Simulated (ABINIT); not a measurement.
# KF (Carobbiite): G0W0 with ABINIT, start to end

Aim: the G0W0 gap of KF (Carobbiite) on PBE, step by step.

Program: ABINIT 10.8.3. Level of theory: PBE and many-body steps on it, plane waves. Results are calculated unless marked as measured.

Report form: the programs' logs are mostly left out.

### 1. The starting structure

It takes space group Fm-3m (No. 225, cubic). The conventional cell has a = 5.344 Å, b = 5.344 Å, c = 5.344 Å, α = 90.00°, β = 90.00°, γ = 90.00°. Nearest to K lie 6 F at 2.67 Å. Nearest to F lie 6 K at 2.67 Å. Farther neighbours and most contacts between anions are not listed.

As a file:

```cif
data_structure
_symmetry_space_group_name_H-M 'Fm-3m'
_symmetry_Int_Tables_number 225
_cell_length_a 5.3437
_cell_length_b 5.3437
_cell_length_c 5.3437
_cell_angle_alpha 90.000
_cell_angle_beta 90.000
_cell_angle_gamma 90.000
_cell_volume 152.59
loop_
_atom_site_label
_atom_site_type_symbol
_atom_site_symmetry_multiplicity
_atom_site_Wyckoff_symbol
_atom_site_fract_x
_atom_site_fract_y
_atom_site_fract_z
_atom_site_occupancy
K1 K 4 a 0.00000 0.00000 0.00000 1
F1 F 4 b 0.50000 0.00000 0.00000 1
```

The cell and positions come from the Crystallography Open Database and are kept as given unless a step says otherwise.

### 2. Ground state

This step: ABINIT 10.8.3; DFT, PBE, plane waves, norm-conserving pseudopotentials.

The ground-state density comes first.

File run.abi:

```
acell 3*1.0 Angstrom
rprim 
  0.000000000000 2.671850000000 2.671850000000
  2.671850000000 0.000000000000 2.671850000000
  2.671850000000 2.671850000000 0.000000000000
ntypat 2
znucl 19 9
natom 2
typat 1 2
xred 
  0.000000000000 0.000000000000 0.000000000000
  0.500000000000 0.500000000000 0.500000000000
pp_dirpath "pseudos"
pseudos "K.upf, F.upf"
ecut 36
ngkpt 6 6 6
nshiftk 1
shiftk 0 0 0
kptopt 1
chksymbreak 0
nband 13
occopt 1
tolvrs 1e-10
nstep 60
prtwf 0
optforces 0
optstress 0
indata_prefix "in"
outdata_prefix "out"
tmpdata_prefix "tmp"
```

Run with:

```
> OMP_NUM_THREADS=1 mpirun -n 8 abinit run.abi > log
```

Wall time 3.8 s (8 MPI ranks of Intel Xeon 6975P-C (Granite Rapids), shared host); peak memory 0.61 GiB; 27 s of CPU time.

Numbers from this step:

| Quantity | Value |
| --- | --- |
| total energy | -1491.8396 eV |
| gap | 6.200 eV |
| k of the valence top | 0, 0, 0 |
| k of the conduction bottom | 0, 0, 0 |
| least direct gap | 6.200 eV |

The gap is direct, at Γ.

### 3. Bands along the symmetry lines

The cheap functional maps the bands first; the places of the edges decide which points the dearer methods must see.

File run.abi:

```
acell 3*1.0 Angstrom
rprim 
  0.000000000000 2.671850000000 2.671850000000
  2.671850000000 0.000000000000 2.671850000000
  2.671850000000 2.671850000000 0.000000000000
ntypat 2
znucl 19 9
natom 2
typat 1 2
xred 
  0.000000000000 0.000000000000 0.000000000000
  0.500000000000 0.500000000000 0.500000000000
pp_dirpath "pseudos"
pseudos "K.upf, F.upf"
ecut 36
iscf -2
irdden 1
kptopt 0
nkpt 50
kpt 
  0.00000000 0.00000000 0.00000000
  0.06250000 0.00000000 0.06250000
  0.12500000 0.00000000 0.12500000
  0.18750000 0.00000000 0.18750000
  0.25000000 0.00000000 0.25000000
  0.31250000 0.00000000 0.31250000
  0.37500000 0.00000000 0.37500000
  0.43750000 0.00000000 0.43750000
  0.50000000 0.00000000 0.50000000
  0.51562500 0.03125000 0.51562500
  0.53125000 0.06250000 0.53125000
  0.54687500 0.09375000 0.54687500
  0.56250000 0.12500000 0.56250000
  0.57812500 0.15625000 0.57812500
  0.59375000 0.18750000 0.59375000
  0.60937500 0.21875000 0.60937500
  0.62500000 0.25000000 0.62500000
  0.37500000 0.37500000 0.75000000
  0.32812500 0.32812500 0.65625000
  0.28125000 0.28125000 0.56250000
  0.23437500 0.23437500 0.46875000
  0.18750000 0.18750000 0.37500000
  0.14062500 0.14062500 0.28125000
  0.09375000 0.09375000 0.18750000
  0.04687500 0.04687500 0.09375000
  0.00000000 0.00000000 0.00000000
  0.06250000 0.06250000 0.06250000
  0.12500000 0.12500000 0.12500000
  0.18750000 0.18750000 0.18750000
  0.25000000 0.25000000 0.25000000
  0.31250000 0.31250000 0.31250000
  0.37500000 0.37500000 0.37500000
  0.43750000 0.43750000 0.43750000
  0.50000000 0.50000000 0.50000000
  0.50000000 0.46875000 0.53125000
  0.50000000 0.43750000 0.56250000
  0.50000000 0.40625000 0.59375000
  0.50000000 0.37500000 0.62500000
  0.50000000 0.34375000 0.65625000
  0.50000000 0.31250000 0.68750000
  0.50000000 0.28125000 0.71875000
  0.50000000 0.25000000 0.75000000
  0.50000000 0.21875000 0.71875000
  0.50000000 0.18750000 0.68750000
  0.50000000 0.15625000 0.65625000
  0.50000000 0.12500000 0.62500000
  0.50000000 0.09375000 0.59375000
  0.50000000 0.06250000 0.56250000
  0.50000000 0.03125000 0.53125000
  0.50000000 0.00000000 0.50000000
istwfk *1
nband 15
nbdbuf 2
tolwfr 1e-08
nstep 40
prtwf 0
prtvol 0
indata_prefix "in"
outdata_prefix "out"
tmpdata_prefix "tmp"
```

Run time: 4.9 s. Hardware: 8 MPI ranks; peak memory 0.56 GiB; 37 s of CPU time.

Numbers from this step:

```
gap                        : 6.200 eV
k of the valence top       : 0, 0, 0
k of the conduction bottom : 0, 0, 0
least direct gap           : 6.200 eV
```

The gap is 6.200 eV, as in the run before at this level.

The electronic bands at the labelled points (eV, zero at the top of the highest filled band; v1 is the highest filled band, c1 the lowest empty one):

| point | v4 | v3 | v2 | v1 | c1 | c2 | c3 | c4 |
| --- | --- | --- | --- | --- | --- | --- | --- | --- |
| Γ | -9.36 | 0.00 | 0.00 | 0.00 | 6.20 | 10.69 | 10.69 | 10.69 |
| halfway | -9.47 | -0.48 | -0.05 | -0.05 | 8.00 | 9.20 | 12.12 | 12.12 |
| X | -9.57 | -0.21 | -0.06 | -0.06 | 8.23 | 10.33 | 11.82 | 13.52 |
| halfway | -9.56 | -0.20 | -0.14 | -0.10 | 8.45 | 10.55 | 11.42 | 13.52 |
| U | -9.51 | -0.33 | -0.19 | -0.19 | 8.98 | 10.74 | 11.08 | 13.51 |
| jump to K | -9.51 | -0.33 | -0.19 | -0.19 | 8.98 | 10.74 | 11.08 | 13.51 |
| halfway | -9.37 | -0.54 | -0.27 | -0.08 | 8.24 | 9.85 | 11.63 | 11.72 |
| Γ | -9.36 | 0.00 | 0.00 | 0.00 | 6.20 | 10.69 | 10.69 | 10.69 |
| halfway | -9.38 | -0.43 | -0.18 | -0.18 | 7.71 | 10.11 | 11.41 | 11.41 |
| L | -9.40 | -0.78 | -0.34 | -0.34 | 9.09 | 10.63 | 12.05 | 12.05 |
| halfway | -9.44 | -0.56 | -0.28 | -0.25 | 9.42 | 10.11 | 11.67 | 12.67 |
| W | -9.45 | -0.40 | -0.16 | -0.16 | 9.75 | 9.75 | 11.21 | 13.35 |
| halfway | -9.51 | -0.23 | -0.20 | -0.09 | 8.66 | 10.73 | 11.06 | 13.50 |
| X | -9.57 | -0.21 | -0.06 | -0.06 | 8.23 | 10.33 | 11.82 | 13.52 |

### 4. Empty states on the mesh, 4×4×4 mesh, 155 bands

The sums over transitions need many empty states on a uniform mesh; this step solves for them.

File run.abi:

```
acell 3*1.0 Angstrom
rprim 
  0.000000000000 2.671850000000 2.671850000000
  2.671850000000 0.000000000000 2.671850000000
  2.671850000000 2.671850000000 0.000000000000
ntypat 2
znucl 19 9
natom 2
typat 1 2
xred 
  0.000000000000 0.000000000000 0.000000000000
  0.500000000000 0.500000000000 0.500000000000
pp_dirpath "pseudos"
pseudos "K.upf, F.upf"
ecut 36
ngkpt 4 4 4
nshiftk 1
shiftk 0 0 0
kptopt 1
chksymbreak 0
irdden 1
istwfk *1
nband 155
prtvol 0
optdriver 6
gwr_task "HDIAGO"
paral_kgb 0
occopt 1
indata_prefix "in"
outdata_prefix "out"
tmpdata_prefix "tmp"
```

Elapsed: 13 s, on 8 MPI ranks; peak memory 3.6 GiB; 98 s of CPU time.

Numbers from this step:

```
gap                                                           : 6.199 eV
k of the valence top                                          : 0, 0, 0
k of the conduction bottom                                    : 0, 0, 0
least direct gap                                              : 6.199 eV
k points computed                                             : 8
lowest point of the top converged band, above the valence top : 129.7927 eV
```

On this mesh the gap is 6.199 eV.

### 5. Screening, 4×4×4 mesh, 147 bands, screening to 195.9 eV

The RPA dielectric matrix is built and inverted for each q.

This step: RPA screening on PBE, plane waves, norm-conserving pseudopotentials.

Changes to run.abi since step 4:

```diff
@@ -20,10 +20,11 @@
 chksymbreak 0
-irdden 1
 istwfk *1
-nband 155
-prtvol 0
-optdriver 6
-gwr_task "HDIAGO"
-paral_kgb 0
 occopt 1
+irdwfk 1
+optdriver 3
+nband 147
+ecuteps 7.2
+inclvkb 2
+awtr 1
+symchi 1
 indata_prefix "in"
```

It took 11 s on 8 MPI ranks; peak memory 1.3 GiB.

Numbers from this step:

```yaml
eps_infinity_with_local_fields_on_this_mesh_along_the_program_s_q_direction: 1.895
the_same_without_local_fields: 2.105
plasma_frequency: 24.05 eV
plane_waves_in_the_screening_matrix: 259
```

Local fields lower ε∞ by 10 %. On a Γ-centred mesh this coarse the value itself is usually too large, while a short band sum pulls it down.

### 6. Self-energy, 4×4×4 mesh, 147 bands, screening to 195.9 eV

The self-energy is evaluated for the states that the input lists, and the levels follow from it, in one-shot runs by the linearised quasiparticle equation.

This step: G0W0 on PBE, plane waves, norm-conserving pseudopotentials.

Changes to run.abi since step 5:

```diff
@@ -23,8 +23,15 @@
 irdwfk 1
-optdriver 3
+optdriver 4
 nband 147
+gwcalctyp 0
+ecutsigx 36
+symsigma 1
+nkptgw 1
+kptgw 
+  0.0000000000 0.0000000000 0.0000000000
+bdgw 
+  6 12
 ecuteps 7.2
-inclvkb 2
-awtr 1
-symchi 1
+irdscr 1
+ppmodel 1
 indata_prefix "in"
```

The job ended after 4.5 s (8 MPI ranks; peak memory 1.2 GiB; 34 s of CPU time).

This step gave:

```yaml
g0w0_gap_on_the_points_computed: 9.593 eV
starting_gap_on_the_mesh: 6.199 eV
k_of_the_valence_top: 0, 0, 0
k_of_the_conduction_bottom: 0, 0, 0
z_at_the_valence_top: 0.807
z_at_the_conduction_bottom: 0.898
least_direct_g0w0_gap_on_the_computed_points: 9.593 eV
```

The gap on the mesh goes from 6.20 eV to 9.59 eV, a correction of +3.39 eV.

Limits: finite bands, cutoff and mesh; coarse k mesh. v1 is the top filled band, c1 the lowest empty one. Levels before and after the correction, in eV, zero at the valence-band top of each column:

|  | conduction bottom | valence top |
| --- | --- | --- |
| Kohn-Sham | 6.20 | 0.00 |
| G0W0 | 9.59 | 0.00 |

|  | level | energy (eV) |
| --- | --- | --- |
| Kohn-Sham | Γ v3-v1 | 0.000 |
| Kohn-Sham | Γ c1 | 6.199 |
| Kohn-Sham | Γ c2-c4 | 10.694 |
| G0W0 | Γ v3-v1 | 0.000 |
| G0W0 | Γ c1 | 9.593 |
| G0W0 | Γ c2-c4 | 15.485 |

### 7. Where the time went

Times are wall times on 8 MPI ranks of Intel Xeon 6975P-C (Granite Rapids), shared host, good to a factor of about two.

| step | time | share | memory (GiB) |
| --- | --- | --- | --- |
| ground state | 3.8 s | 10 % | 0.61 |
| bands along the symmetry lines | 4.9 s | 13 % | 0.56 |
| empty states on the mesh | 13 s | 34 % | 3.6 |
| screening | 11 s | 30 % | 1.3 |
| self-energy | 4.5 s | 12 % | 1.2 |

### 8. Summary of results

```
PBE gap              : 6.20 eV, direct
G0W0 gap on the mesh : 9.59 eV
GW settings          : 4×4×4 mesh, 147 bands, screening to 195.9 eV, Godby-Needs plasmon pole
known limits         : not at the basis limit; coarse k mesh
```

G0W0 moves the gap on the mesh from 6.20 eV to 9.59 eV (+3.39 eV), with Z of 0.81 and 0.90 at the edges. Local fields lower the RPA ε∞ on this mesh from 2.11 to 1.89; a Γ-centred mesh this coarse tends to raise both, most where the direct gap is narrow, while a short band sum lowers them. Only 1 of the mesh's irreducible points was corrected, so a valley elsewhere could overtake. Bands and cutoff are finite, so the gap is not at the basis limit. The miss can reach some tenths of an eV and take either sign; the mesh is an error of its own. In the G0W0 run levels were corrected at 1 k point alone, so a gap called «on the mesh» is the least over those, and an edge elsewhere would be missed. The 4×4×4 mesh is coarse for this cell, which bears on the long-range parts of exchange and screening.

[Paths, hosts, dates, memory and timing lines, banners, echoed tables and standing remarks are left out of the program output.]

[Logs are printed without paths, hosts, clocks, repeated set-up lines and the standing remarks that a program may print on its own settings, such as how far it seeks lower states.]

[Runs of the session that timed out or met a known fault of the program may be left out.]

[Hosts, paths, dates, database ids (printed as entryN), source tags and the programs' standing remarks are cut or masked in the printed files.]

[G0W0 gaps are taken among the corrected bands and points alone; a level outside them can change the order at an edge.]

[Where Ansatz stands beside ABINIT at settings called matched, ABINIT's density can come from a denser mesh and the files from another edition; pairs whose starting gaps differed by over 0.03 eV were left out, so agreement reads better than it is.]
